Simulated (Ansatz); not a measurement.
# Br on Hf(0001): change of the work function, part 4 of 4

Wanted: Δφ(θ) for Br/Hf(0001), starting from the fcc site.

Ansatz 0.2.0; plane-wave DFT, PBE, Ansatz PAW.

So far, work function, upper face (eV): step 2 (the clean slab) 4.33; step 3 (37 atoms, coverage 0.111 ML, cell 3x3) 4.21; step 4 (17 atoms, coverage 0.25 ML, cell 2x2) 4.06.

### Step 5. The covered slab, k-mesh 6×6×1, coverage 0.5 ML (continued)

Relaxation path:

```tsv
step	energy less that of the first step (eV)	largest force component (eV/Å)
1	0.0000	1.6091
2	-0.7466	0.5602
3	-0.8566	0.2046
4	-0.8662	0.0393
5	-0.8665	0.0083
```

The run keeps the 4 symmetry operations that the program found, so distortions that break them were not tested.

The atoms that moved most (Å):

```tsv
atom	dx	dy	dz	length
Br18	0.000	0.073	-0.371	0.378
Br17	0.000	0.073	-0.371	0.378
Hf8	0.000	0.103	0.021	0.105
Hf16	0.000	0.103	0.021	0.105
Hf12	0.000	-0.090	0.026	0.094
Hf4	0.000	-0.090	0.026	0.094
Hf7	0.000	0.022	-0.056	0.060
Hf15	0.000	0.022	-0.056	0.060
```

The relaxed structure:

```cif
data_structure
_symmetry_space_group_name_H-M 'P 1'
_symmetry_Int_Tables_number 1
_cell_length_a 6.4000
_cell_length_b 6.4000
_cell_length_c 27.9625
_cell_angle_alpha 90.000
_cell_angle_beta 90.000
_cell_angle_gamma 60.000
_cell_volume 991.90
loop_
_atom_site_label
_atom_site_type_symbol
_atom_site_fract_x
_atom_site_fract_y
_atom_site_fract_z
_atom_site_occupancy
Hf1 Hf 0.33333 0.33333 0.32186 1
Hf2 Hf 0.00000 0.00000 0.41238 1
Hf3 Hf 0.33404 0.33191 0.50863 1
Hf4 Hf 0.00810 0.98380 0.59281 1
Hf5 Hf 0.33333 0.83333 0.32186 1
Hf6 Hf 0.00000 0.50000 0.41238 1
Hf7 Hf 0.33130 0.83739 0.50478 1
Hf8 Hf 0.99068 0.51863 0.59264 1
Hf9 Hf 0.83333 0.33333 0.32186 1
Hf10 Hf 0.50000 0.00000 0.41238 1
Hf11 Hf 0.83404 0.33191 0.50863 1
Hf12 Hf 0.50810 0.98380 0.59281 1
Hf13 Hf 0.83333 0.83333 0.32186 1
Hf14 Hf 0.50000 0.50000 0.41238 1
Hf15 Hf 0.83130 0.83739 0.50478 1
Hf16 Hf 0.49068 0.51863 0.59264 1
Br17 Br 0.16011 0.17978 0.66486 1
Br18 Br 0.66011 0.17978 0.66486 1
```

The relaxation took 5 steps and lowered the energy by 0.87 eV; the largest force on the free atoms ends at 0.0083 eV/Å.

The covered face has 3.93 eV, -0.40 eV against the clean one; the bare back face has moved by -0.00 eV, a measure of how thin the slab is.

### Step 6. Adsorbate added, k-mesh 12×12×1, coverage 1 ML

System of this step: Br/Hf(0001). The cell holds 5 atoms: 4 Hf and 1 Br. Its edges and angles: a = 3.200 Å, b = 3.200 Å, c = 27.963 Å, α = 90.0°, β = 90.0°, γ = 60.0°. Vacuum lies along c.

Another coverage, to see how the dipoles act on each other as their distance changes.

Input file input.yaml:

```yaml
crystal:
  lattice:
    - [3.2, 0.0, 0.0]
    - [1.6, 2.7712812921, 0.0]
    - [0.0, 0.0, 27.9625075615]
  atoms:
    - { symbol: Hf, position: [0.6666666667, 0.6666666667, 0.3218595464] }
    - { symbol: Hf, position: [0.0, 0.0, 0.4123807557] }
    - { symbol: Hf, position: [0.6666666667, 0.6666666667, 0.5067788728] }
    - { symbol: Hf, position: [0.0, 0.0, 0.5918716806] }
    - { symbol: Br, position: [0.3333333333, 0.3333333333, 0.6781404536] }
kpoints:
  mp_grid: { grid: [12, 12, 1] }
hamiltonian:
  xc: pbe
scf:
  occupations: { method: fermi_dirac, width: 0.1 }
  convergence: { dr2_threshold: 1.0e-08 }
efield:
  axis: 3
  dipole_correction: true
  ramp_position: 0.97
  ramp_width: 0.06
relax:
  f_tol: 0.02
  max_steps: 60
  constraints: [{ sites: [0, 1] }]
output:
  write_potential: true
  write_density: true
  volumetric_format: npy
```

Run with:

```sh
> ansatz run input.yaml --threads 4 --pin off --max-ram 16384MiB --backend cpu --events-out ev --progress --plain --runs-dir out
```

Standard output:

```text
[...]
Crystal: 5 atoms, lattice volume = 247.974 Å³
Basis set: ecut = 420 eV, 4917 PW (Γ), exchange–correlation on 48×48×384 points (8 copies of the dense FFT grid, shifted against one another)
Bands: 67, of which v1, the nominal top of the filled ones, is band 56 counted from 1 (55 counted from 0)
Symmetry: 6 space group operations
[...]
F+E_penalty+E_count = -65669.15529037 eV   max|allowed force component| = 1.511e-2 eV/Å
  atoms:
    - { symbol: Hf, position: [0.666667, 0.666667, 0.321860] }
    - { symbol: Hf, position: [-1.850372e-17, -1.850372e-17, 0.4123807557] }
    - { symbol: Hf, position: [0.666667, 0.666667, 0.505974] }
    - { symbol: Hf, position: [-1.655337e-17, -1.850372e-17, 0.593613] }
    - { symbol: Br, position: [0.333333, 0.333333, 0.665251] }
[key lines of the parts left out:]
SCF converged after 8 iterations
Free energy (F): -65669.155290 eV
Fermi energy:    5.848604 eV
Dipole field:    D = 0.029387 V/Å  (p = 0.040272 e·Å, saw-weighted, corrected)
Work function:   Φ+ = 3.5353 eV   Φ− = 4.3571 eV
```

Run time: 40 s. Hardware: 4 threads of Arm Neoverse V1, shared host; peak memory 0.8 GiB; 2.6 min of CPU time.

The steps of the relaxation:

```tsv
step	energy less that of the first step (eV)	largest force component (eV/Å)
1	0.0000	2.5838
2	-0.5218	0.3696
3	-0.5591	0.1298
4	-0.5605	0.0151
```

The run keeps the 6 symmetry operations that the program found, so distortions that break them were not tested.

The atoms that moved most (Å):

```tsv
atom	dx	dy	dz	length
Br5	0.000	0.000	-0.360	0.360
Hf4	0.000	0.000	0.049	0.049
Hf3	0.000	0.000	-0.023	0.023
```

The relaxed structure:

```xyz
5
Lattice="3.2000 0.0000 0.0000 1.6000 2.7713 0.0000 0.0000 0.0000 27.9625" Properties=species:S:1:pos:R:3
Hf    3.2000    1.8475    9.0000
Hf    0.0000    0.0000   11.5312
Hf    3.2000    1.8475   14.1483
Hf    0.0000    0.0000   16.5989
Br    1.6000    0.9238   18.6021
```

The relaxation took 4 steps and lowered the energy by 0.56 eV; the largest force on the free atoms ends at 0.015 eV/Å.

The covered face has 3.54 eV, -0.80 eV against the clean one; the bare back face has moved by -0.02 eV, a measure of how thin the slab is.

### Step 7. Work function against coverage

This step: plane-wave DFT, PBE, Ansatz PAW; work function against coverage (Ansatz 0.2.0).

The runs are now put side by side.

Numbers from this step:

| Property | Result |
| --- | --- |
| work function of the clean face | 4.332 eV |
| largest change of the work function | -0.7970 eV |

Work function of the covered face against coverage:

```tsv
coverage (adsorbates/nm²)	work function of the covered face (eV)
0.00	4.33
1.25	4.21
2.82	4.06
5.64	3.93
11.28	3.54
```

The dipole per adsorbate comes from the change of the cell's dipole. Coverage, by row:

```tsv
coverage (1/nm²)	coverage (ML)	work function (eV)	change (eV)	dipole per adsorbate, positive end outwards (debye)	mean height of the added atoms over the highest substrate atom (Å)
1.253	0.1111	4.206	-0.126	0.265	2.029
2.819	0.25	4.058	-0.2744	0.257	2.042
5.638	0.5	3.933	-0.3994	0.186	2.015
11.28	1	3.535	-0.797	0.182	2.003
```

### Step 8. What came out

- work function of the clean face: 4.33 eV
- work function at 0.11 ML: 4.21 eV
- work function at 0.25 ML: 4.06 eV
- work function at 0.5 ML: 3.93 eV
- work function at 1 ML: 3.54 eV
- dipole per adsorbate at 0.11 ML, positive end outwards: 0.27 D

In words: At the lowest coverage Br changes the work function of Hf(0001) by under 0.15 eV, within the error of so thin a slab; the largest change, -0.80 eV, comes at higher coverage. The dipole per adsorbate falls from 0.27 to 0.18 D as the layer fills. Neighbouring dipoles depolarise each other, and heights and bonding change with coverage too. The slab has 4 layers, at the tabulated experimental lattice constant, one starting site was run, and quantum-size effects of a slab this thin can reach one or two tenths of an eV.

[Long decimals in the printed logs are rounded to 6 places.]

[Logs are printed without paths, hosts, clocks, repeated set-up lines and the standing remarks that a program may print on its own settings, such as how far it seeks lower states.]

[Hosts, paths, dates, database ids (printed as entryN), source tags and the programs' standing remarks are cut or masked in the printed files.]

[Maps of the electrostatic potential energy from Ansatz leave out the sawtooth potential of an applied field or a dipole correction, so their vacuum need not be flat; planar profiles and work functions include it.]
